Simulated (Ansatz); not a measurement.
# What InH (model cell, started as NiAs type) distorts into

Which phase does InH (model cell, started as NiAs type) fall into along its unstable mode, and how much energy does it gain?

Method: DFT PBEsol, scalar-relativistic, plane waves, PAW, in Ansatz 0.2.0.

The structure was built from a prototype and need not be the compound's stable phase.

## (1) Set-up

It takes space group P6_3/mmc (No. 194, hexagonal). Conventional cell: a = 3.326 Å, b = 3.326 Å, c = 6.241 Å, α = 90.00°, β = 90.00°, γ = 120.00°. In has 6 H at 2.47 Å nearest. Nearest to H lie 6 In at 2.47 Å. Farther neighbours are not listed.

## (2) Phonons on a q mesh

The cell comes from relaxations at this level that are not shown. The mesh has a single point along some directions, so zone-edge points there are not solved. Linear response on a 3×3×1 q mesh gives force constants as far as a supercell of that size would.

File input.yaml:

```yaml
crystal:
  lattice:
    - [3.325888386, -2.5922e-06, 0.0]
    - [-1.6629419481, 2.8803051285, 0.0]
    - [0.0, 0.0, 6.2413504719]
  atoms:
    - { symbol: In, position: [0.0, 0.0, 0.0] }
    - { symbol: In, position: [0.0, 0.0, 0.5] }
    - { symbol: H, position: [0.3333333333, 0.6666666667, 0.25] }
    - { symbol: H, position: [0.6666666667, 0.3333333333, 0.75] }
kpoints:
  mp_grid: { grid: [12, 12, 6] }
hamiltonian:
  xc: pbesol
scf:
  occupations: { method: methfessel_paxton, width: 0.15 }
output:
  eigenvalues: true
phonons:
  method: dfpt
  qmesh: [3, 3, 1]
  temperatures: { t_max: 1000, t_step: 50 }
  qpath:
    path:
      - [[0.0, 0.0, 0.0], [0.5, 0.0, 0.0], [0.33333333, 0.33333333, 0.0], [0.0, 0.0, 0.0], [0.0, 0.0, 0.5], [0.5, 0.0, 0.5], [0.33333333, 0.33333333, 0.5], [0.0, 0.0, 0.5]]
      - [[0.5, 0.0, 0.5], [0.5, 0.0, 0.0]]
      - [[0.33333333, 0.33333333, 0.5], [0.33333333, 0.33333333, 0.0]]
    npoints: 10
```

Launch:

```sh
$ ansatz run input.yaml --threads 4 --pin off --max-ram 7168MiB --backend cpu --events-out ev --progress --plain --runs-dir out
```

Numbers of over 12 decimals in the logs are rounded to 6 here.

The log of the run:

```text
Engine: ansatz 0.2.0, aarch64-unknown-linux-gnu
Pseudopotentials: kind: paw
Pseudopotential: In, paw, valence charge 13, recommended cutoff 420 eV (normal), In.paw.azcp
Pseudopotential: H, paw, valence charge 1, recommended cutoff 420 eV (normal), H.paw.azcp
Functional definition: PBEsol
  exchange = pbesol_x
  correlation = pbesol_c
Crystal: 4 atoms, lattice volume = 59.789 Å³
Basis set: ecut = 420 eV, 1185 PW (Γ), exchange–correlation on 48×48×96 points (8 copies of the dense FFT grid, shifted against one another)
Bands: 18, of which v1, the nominal top of the filled ones, is band 14 counted from 1 (13 counted from 0)
Symmetry: 24 space group operations
k-points: 76 of 864
Non-local potential: In, projectors of the file, l = 0: 2, l = 1: 2, l = 2: 2, l = 3: 2
Non-local potential: H, projectors of the file, l = 0: 2, l = 1: 1
PAW form: soft (Blöchl's): semilocal exchange-correlation on the pseudo side does not see the compensation charge
PAW frozen core: In, regenerated for the run's functional, and the local potential with it (the file was generated under x = pbe(κ = 0.804, μ = 0.219515), c = pbe(β = 0.066725))
PAW one-centre angular grid: In, 590 points (default); XC on 64 Gauss nodes
PAW one-centre angular grid: H, 110 points (default); XC on 64 Gauss nodes
Initial density: superposition of atomic densities (neutral atoms: chi_scale 0, normalization atom), corrected by the library's trained network
Initial wavefunctions: pseudopotential atomic-orbital guess
Functional: x = pbesol(κ = 0.804, μ = 0.123457), c = pbesol(β = 0.046)
SCF iter   1: F=—  HF=-11080.237810 eV  |F-HF|=—  |Δ(HF+E_count)|=         —  Δρ=9.16e-3  dr2=4.61e-2  ethr=1.77e-3  ⟨swp⟩=5.4  Hψ=6443  notcnv=0
preconditioner: auto → Kerker (q_TF=auto, 2.404 Å⁻¹)  [metal: Δε(μ)=0.020 eV  Ē_g=14.823 eV  σ=0.150 eV  W_gap=0.11  n_scr=22 (ndim 8)  ℏωp=25.4 eV  f_vac=0.000  D(μ)=1.03/eV (n_scr^D=2)]
SCF iter   2: F=—  HF=-11080.224275 eV  |F-HF|=—  |Δ(HF+E_count)|=   1.35e-2  S|Δr|=    0.00e0  Δρ=4.48e-3  dr2=1.23e-2  ethr=1.65e-4  ⟨swp⟩=1.0  Hψ=1976  notcnv=0
SCF iter   3: F=—  HF=-11080.220415 eV  |F-HF|=—  |Δ(HF+E_count)|=   3.86e-3  S|Δr|=    0.00e0  Δρ=7.48e-4  dr2=2.41e-4  ethr=4.39e-5  ⟨swp⟩=2.6  Hψ=2230  notcnv=0
SCF iter   4: F=—  HF=-11080.220430 eV  |F-HF|=—  |Δ(HF+E_count)|=   1.59e-5  S|Δr|=    0.00e0  Δρ=2.61e-4  dr2=5.21e-5  ethr=8.61e-7  ⟨swp⟩=2.3  Hψ=2333  notcnv=0
SCF iter   5: F=—  HF=-11080.220440 eV  |F-HF|=—  |Δ(HF+E_count)|=   9.33e-6  S|Δr|=    0.00e0  Δρ=1.86e-4  dr2=1.83e-5  ethr=1.86e-7  ⟨swp⟩=1.0  Hψ=1354  notcnv=0
SCF iter   6: F=—  HF=-11080.220443 eV  |F-HF|=—  |Δ(HF+E_count)|=   3.67e-6  S|Δr|=    0.00e0  Δρ=1.09e-4  dr2=4.97e-6  ethr=6.55e-8  ⟨swp⟩=1.0  Hψ=1354  notcnv=0
SCF iter   7: F=—  HF=-11080.220438 eV  |F-HF|=—  |Δ(HF+E_count)|=   5.22e-6  S|Δr|=    0.00e0  Δρ=8.60e-6  dr2=3.57e-8  ethr=1.77e-8  ⟨swp⟩=2.0  Hψ=2174  notcnv=0
SCF iter   8: F=—  HF=-11080.220438 eV  |F-HF|=—  |Δ(HF+E_count)|=   6.51e-8  S|Δr|=    0.00e0  Δρ=1.06e-6  dr2=8.67e-10  ethr=1.27e-10  ⟨swp⟩=2.0  Hψ=2420  notcnv=0
SCF iter   9: F=-11080.220438 eV  HF=-11080.220438 eV  |F-HF|=3.64e-12  |Δ(HF+E_count)|=  1.95e-10  S|Δr|=    0.00e0  Δρ=1.15e-7  dr2=7.74e-12  ethr=1.00e-12  ⟨swp⟩=5.3  Hψ=6998  notcnv=0
SCF 1 converged in 9 iterations: F = -11080.220438 eV  dr2 = 7.74e-12
  greatest PAW one-centre occupation: 0.983 electrons in one spin orbital (limit 2), on the In atom at site 1 (counted from 0), in its partial waves of l = 2
phonons: the bands overlap, so this run is a metal and interpolates without the dipole-dipole term. If the crystal is really an insulator or semiconductor, its LO-TO splitting is missing
NSCF: frozen V_eff on 76 k-points
NSCF: frozen V_eff on 436 k-points
DFPT response loops at q = (0, 0, 0) (fractional): preconditioner auto → Kerker (q_TF=auto, 2.404 Å⁻¹) (partly filled bands, converged f_vac=0.000); β = 1.00, the filter's whole step (`scf.mixing.beta` (0.50) is not read by the response loops under this deck's `scf.mixing.preconditioner`; to damp them name `kerker` or `kerker_dos`, under which they read `scf.mixing.beta`, and type it under 1.00, their step now; both keys bind the ground state too); Broyden in place of MSR1
NSCF: frozen V_eff on 1728 k-points
DFPT response loops at q = (0, 0.333333, 0) (fractional): mixed as the last ones told, above
NSCF: frozen V_eff on 1728 k-points
DFPT response loops at q = (0.333333, 0.333333, 0) (fractional): mixed as the last ones told, above
SCF converged after 9 iterations
Stability not checked: this state was not tested for a lower state beside it, because cold or Methfessel-Paxton smearing, or corrected tetrahedra, fill the levels in a way that the test cannot read (fill_not_monotonic; see scf.lower_state_search)
Free energy (F): -11080.220438 eV
Harris-Foulkes:  -11080.220438 eV  (|F-HF|=3.64e-12)
Internal energy: -11080.220287 eV  (E = F + TS)
E sigma→0 (E₀):  -11080.220400 eV
Entropy (-TS):   -0.000151 eV (-0.038 meV/atom)
Fermi energy:    9.023595 eV
--- Per-component energies (eV) ---
  E_band       = -69.992287
  E_kinetic    = 507.546108
  E_local      = -2258.347248  (includes V_loc(G=0)·N_el)
  E_nonlocal   = 737.705796
  E_hartree    = 881.798037
  E_xc         = -445.217923
  E_vxc        = -223.094990  (∫ρ·V_xc dr)
  E_paw        = -8163.193944  (= ΣΔE_a)
  E_vpaw       = -597.396298  (= ΣTr[D̂ρ^β])
  E_aug_tail   = -0.001851  (compensation charges beyond the density's cutoff)
  E_ewald      = -2340.981067
  E_core_change = 0.471805  (= ΣΔE_core)
  E_smearing   = -0.000151  (= −TS)
  E_closure    = 0.000000  (closes the sum)
  Σ components = -11080.220438   (vs F -11080.220438, Δ=0.00e0)
--- Band table (eV; the first three rows and the last of 76) ---
  k-point 0: bands = [... 10 lower, -1.2283, 2.6958, 3.1684, 12.4961, 14.7712, 14.9720, 17.0456, 17.0456]
  k-point 1: bands = [... 10 lower, -1.1164, 1.6389, 4.4321, 11.5284, 14.8418, 15.3237, 17.1880, 17.1880]
  k-point 2: bands = [... 10 lower, -0.7780, 0.6013, 6.0820, 9.7542, 15.0363, 15.4739, 17.6054, 17.6054]
  k-point 75: bands = [... 10 lower, 5.0412, 5.0412, 5.9067, 5.9067, 8.2960, 8.2960, 13.3807, 13.3807]
--- Phonons (Γ-DFPT): 4 representative perturbations + reference (Σ response iterations 14) ---
  ASR residual: 6.188e-5 → 0.000e0 eV/Å²; symmetrization residual: 8.775e-7 eV/Å²
  ASR residual per site (eV/Å²): 6.19e-5 6.19e-5 5.71e-5 5.71e-5
  Γ frequencies (cm⁻¹): -556.82 -336.92 -327.93 -327.93 -228.27 -228.27 -42.26 -42.26 0.00 0.00 0.00 131.93
--- Phonons (arbitrary-q DFPT): 3 irreducible q on the 3×3×1 mesh ---
  q = [0.0000, 0.0000, 0.0000] (star 1, of the zone-centre solve; hermiticity 4.52e-7, symmetrization 1.45e-8): -556.82 -336.92 -327.93 -327.93 -228.27 -228.27 -42.26 -42.26 -0.00 -0.00 -0.00 131.93
  q = [0.0000, 0.3333, 0.0000] (star 6, 6 solved perturbations in 3660 linear systems a pass and spin channel, the states on 864 of 864 k-point pairs; hermiticity 2.13e-7, symmetrization 6.59e-8): -684.63 -570.98 -484.58 -350.37 -338.23 -147.05 -43.30 -24.81 53.25 80.53 99.36 123.12
  q = [0.3333, 0.3333, 0.0000] (star 2, 4 solved perturbations in 1726 linear systems a pass and spin channel, the states on 864 of 864 k-point pairs; hermiticity 1.54e-7, symmetrization 5.48e-8): -600.67 -533.54 -461.92 -461.92 -289.08 -289.08 -54.13 86.06 86.06 91.05 91.05 116.82
  sum rule: each row above includes the acoustic sum rule's correction from the zone centre's row sums; it moved no ω² by more than (3.92 cm⁻¹)²
  mesh force constants: q→R imaginary residual 0.00e0; ASR residual 6.188e-5 → 0.000e0 eV/Å²; symmetrization residual 2.665e-15 eV/Å²
  interpolated dispersion: 93 rows × 12 modes
  density of states and harmonic sums: on the 21×21×10 q-mesh, interpolated from the force constants of a 3×3×1 supercell (no non-analytic term)
  largest difference from the sums on the solved wave vectors: F 3.64e-1 eV, S 4.73e-4 and C_V 1.12e-4 eV/K
  zero-point energy: 0.023517 eV/cell   skipped modes (ω ≤ 0): 2006, of them read as no rigid motion or as one in doubt: 2003 (6.839e0 modes/cell left out, lowest -684.63 cm⁻¹)   left out of the sums: 5.70e-1 of the cell's modes: C_V's classical limit lies that fraction below 3 k_B per atom; for a crystal, a wire or a layer, F and S can be off by more, and a phonons.interpolated_qmesh denser along its periods is the remedy for the sampling
```

The job ended after 3.7 min (4 threads of Arm Neoverse V1, shared host; peak memory 2.4 GiB; 14 min of CPU time).

This step gave:

```yaml
volume_per_atom: 14.95 Å³
gap_on_the_k_mesh: 0 eV
sum_rule_residual_before_enforcement: 6.19e-5 eV/Å²
point_group: 6/mmm
highest_optical_mode_at_the_zone_centre_no_lo_to_term: 131.9 cm⁻¹
lowest_optical_zone_centre_mode: -556.8 cm⁻¹
lowest_mode_on_the_q_mesh_acoustic_modes_at_gamma_apart: -684.6 cm⁻¹
highest_frequency_at_a_solved_wavevector_no_lo_to_term_at_gamma: 131.9 cm⁻¹
```

Frequencies (cm⁻¹) solved at each irreducible wavevector; negative means imaginary. Frequencies by wavevector, by row:

```
q in reciprocal lattice units  star  mode 1  mode 2  mode 3  mode 4  mode 10  mode 11  mode 12
                        0 0 0     1  -556.8  -336.9  -327.9  -327.9        0        0    131.9
                   0 0.3333 0     6  -684.6    -571  -484.6  -350.4     80.5     99.4    123.1
              0.3333 0.3333 0     2  -600.7  -533.5  -461.9  -461.9       91       91    116.8
```

Symmetry leaves 3 wavevectors to solve. The lowest mode among them, the acoustic zeros apart, lies at q = (0, 0.333, 0) and is imaginary, 684.6i cm⁻¹, so the energy falls along it.

## (3) The mode frozen in, largest atomic shift 0 Å

The mode followed lies at q = (0, 0.333, 0) with frequency 684.6i cm⁻¹, the softest among the wavevectors solved. At small amplitude the distorted cell has space group no. 12 by a symmetry search on the positions. The undistorted cell that holds it gives the zero of energy on the same k mesh.

System of this step: InH (model cell, started as NiAs type). Symmetry: P6_3/mmc, No. 194, hexagonal system. Conventional cell: a = 3.326 Å, b = 3.326 Å, c = 6.241 Å, α = 90.00°, β = 90.00°, γ = 120.00°. In has 6 H at 2.47 Å nearest. Nearest to H lie 6 In at 2.47 Å. Farther neighbours are not listed.

File input.yaml:

```yaml
crystal:
  lattice:
    - [-3.325888386, 2.5922e-06, 0.0]
    - [0.0, 0.0, -6.2413504719]
    - [-1.6629509277, -8.6409102011, 0.0]
  atoms:
    - { symbol: In, position: [0.3333333333, 0.0, 0.3333333333] }
    - { symbol: In, position: [0.0, 0.0, 0.0] }
    - { symbol: In, position: [0.6666666667, 0.0, 0.6666666667] }
    - { symbol: In, position: [0.3333333333, 0.5, 0.3333333333] }
    - { symbol: In, position: [0.0, 0.5, 0.0] }
    - { symbol: In, position: [0.6666666667, 0.5, 0.6666666667] }
    - { symbol: H, position: [0.7777777778, 0.75, 0.4444444444] }
    - { symbol: H, position: [0.4444444444, 0.75, 0.1111111111] }
    - { symbol: H, position: [0.1111111111, 0.75, 0.7777777778] }
    - { symbol: H, position: [0.2222222222, 0.25, 0.5555555556] }
    - { symbol: H, position: [0.8888888889, 0.25, 0.2222222222] }
    - { symbol: H, position: [0.5555555556, 0.25, 0.8888888889] }
kpoints:
  mp_grid: { grid: [10, 6, 10] }
hamiltonian:
  xc: pbesol
scf:
  occupations: { method: methfessel_paxton, width: 0.15 }
output:
  forces: true
  stress: true
  eigenvalues: true
```

The log of the run:

```text
[...]
Crystal: 12 atoms, lattice volume = 179.368 Å³
Basis set: ecut = 420 eV, 3533 PW (Γ), exchange–correlation on 48×90×120 points (8 copies of the dense FFT grid, shifted against one another)
Bands: 54, of which v1, the nominal top of the filled ones, is band 42 counted from 1 (41 counted from 0)
Symmetry: 24 space group operations
[...]
k-points: 124 of 600
[...]
k-point 0: bands = [... 38 lower, 5.2118, 7.8451, 7.8451, 10.3280, 10.3280, 11.8341, 11.8341, 12.4987, ... 8 higher]
  k-point 1: bands = [... 38 lower, 5.6604, 7.3015, 8.5196, 9.7963, 10.8524, 10.9726, 12.4594, 12.7343, ... 8 higher]
  k-point 2: bands = [... 38 lower, 6.1561, 7.0111, 9.2514, 9.2654, 10.1530, 11.3660, 12.3372, 13.3842, ... 8 higher]
  k-point 123: bands = [... 38 lower, 6.0413, 6.0413, 7.2650, 7.2650, 9.5290, 9.5290, 10.8441, 10.8441, ... 8 higher]
[key lines of the parts left out:]
SCF converged after 7 iterations
Free energy (F): -33240.668430 eV
Fermi energy:    9.061238 eV
P = ⅓ Tr σ = -0.0600 GPa (-0.600 kbar)
```

Elapsed: 21 s, on 4 threads; peak memory 1.1 GiB; 79 s of CPU time.

This step gave:

| Quantity | Value |
| --- | --- |
| pressure | -0.05999 GPa |
| energy from the undistorted cell | 0 meV/atom |

The run ends at a pressure of -0.06 GPa, with forces up to 0.0055 eV/Å.

## (4) The mode frozen in, largest atomic shift 0.6 Å

The atoms are moved along the unstable eigenvector, the largest shift by 0.6 Å, with the cell fixed.

File input.yaml:

```yaml
crystal:
  lattice:
    - [-3.325888386, 2.5922e-06, 0.0]
    - [0.0, 0.0, -6.2413504719]
    - [-1.6629509277, -8.6409102011, 0.0]
  atoms:
    - { symbol: In, position: [0.3332400163, 1.18273e-05, 0.3335199674] }
    - { symbol: In, position: [9.33137e-05, -1.18269e-05, -0.0001866274] }
    - { symbol: In, position: [0.6666666666, 0.0, 0.6666666668] }
    - { symbol: In, position: [0.3334266504, 0.5000118273, 0.3331466993] }
    - { symbol: In, position: [-9.33137e-05, 0.4999881731, 0.0001866274] }
    - { symbol: In, position: [0.6666666667, 0.5, 0.6666666666] }
    - { symbol: H, position: [0.7777777778, 0.7145240753, 0.4444444444] }
    - { symbol: H, position: [0.4444444444, 0.8461330409, 0.1111111111] }
    - { symbol: H, position: [0.1111111111, 0.6893415969, 0.7777777778] }
    - { symbol: H, position: [0.2222222222, 0.3106583319, 0.5555555556] }
    - { symbol: H, position: [0.8888888889, 0.153867859, 0.2222222222] }
    - { symbol: H, position: [0.5555555556, 0.2854760095, 0.8888888889] }
kpoints:
  mp_grid: { grid: [10, 6, 10] }
hamiltonian:
  xc: pbesol
scf:
  occupations: { method: methfessel_paxton, width: 0.15 }
output:
  forces: true
  stress: true
  eigenvalues: true
```

The log of the run:

```text
[...]
k-point 0: bands = [... 38 lower, 5.5628, 7.9016, 8.0084, 9.9877, 10.4887, 11.4825, 11.5137, 13.7284, ... 8 higher]
  k-point 1: bands = [... 38 lower, 5.6538, 7.3925, 8.6452, 9.7557, 10.3088, 11.2011, 12.1688, 13.5153, ... 8 higher]
  k-point 2: bands = [... 38 lower, 5.9488, 7.1148, 9.2041, 9.4000, 9.8101, 11.4518, 12.7248, 13.3403, ... 8 higher]
  k-point 171: bands = [... 38 lower, 5.9962, 6.0737, 7.3013, 7.3321, 9.2202, 9.3797, 10.6936, 11.0536, ... 8 higher]
[key lines of the parts left out:]
SCF converged after 7 iterations
Free energy (F): -33241.363149 eV
Fermi energy:    9.096416 eV
P = ⅓ Tr σ = 0.9357 GPa (9.357 kbar)
```

Wall time 30 s (4 threads); peak memory 1.3 GiB.

This step gave:

* pressure: 0.9357 GPa
* energy from the undistorted cell: -57.91 meV/atom

The energy, extrapolated to zero smearing, is -57.91 meV/atom against the undistorted cell.

The run ends at a pressure of 0.94 GPa, with forces up to 0.57 eV/Å.

## (5) Energy along the mode, all amplitudes (two of the runs are shown above)

An imaginary frequency means negative curvature, so the energy should fall and then rise again as anharmonic terms take over.

Numbers from this step:

- depth at the lowest point sampled: 57.91 meV/atom
- largest atomic shift at that point: 0.6 Å

The energy from the parent by largest atomic shift:

```csv
largest atomic shift (Å),energy from the parent (meV/atom)
0.000,0
0.040,-0.337
0.080,-1.36
0.140,-4.16
0.220,-10.0
0.320,-20.6
0.450,-38.4
0.600,-57.9
```

Displacement at unit largest shift by atom:

| atom | x (Å) | y (Å) | z (Å) | size |
| --- | --- | --- | --- | --- |
| In1 | 0.00 | 0.00 | 0.00 | 0.00 |
| In2 | 0.00 | 0.00 | 0.00 | 0.00 |
| In3 | 0.00 | 0.00 | 0.00 | 0.00 |
| In4 | 0.00 | 0.00 | 0.00 | 0.00 |
| In5 | 0.00 | 0.00 | 0.00 | 0.00 |
| In6 | 0.00 | 0.00 | 0.00 | 0.00 |
| H7 | 0.00 | 0.00 | 0.37 | 0.37 |
| H8 | 0.00 | 0.00 | -1.00 | 1.00 |
| H9 | 0.00 | 0.00 | 0.63 | 0.63 |
| H10 | 0.00 | 0.00 | -0.63 | 0.63 |
| H11 | 0.00 | 0.00 | 1.00 | 1.00 |
| H12 | 0.00 | 0.00 | -0.37 | 0.37 |

The lowest of the steps tried is the last one, at 0.6 Å, 57.9 meV/atom below the parent; the bottom of the well need not coincide with a step.

[end of part 1 of 3]

[Logs are printed without paths, hosts, clocks, repeated set-up lines and the standing remarks that a program may print on its own settings, such as how far it seeks lower states.]

[Hosts, paths, dates, database ids (printed as entryN), source tags and the programs' standing remarks are cut or masked in the printed files.]
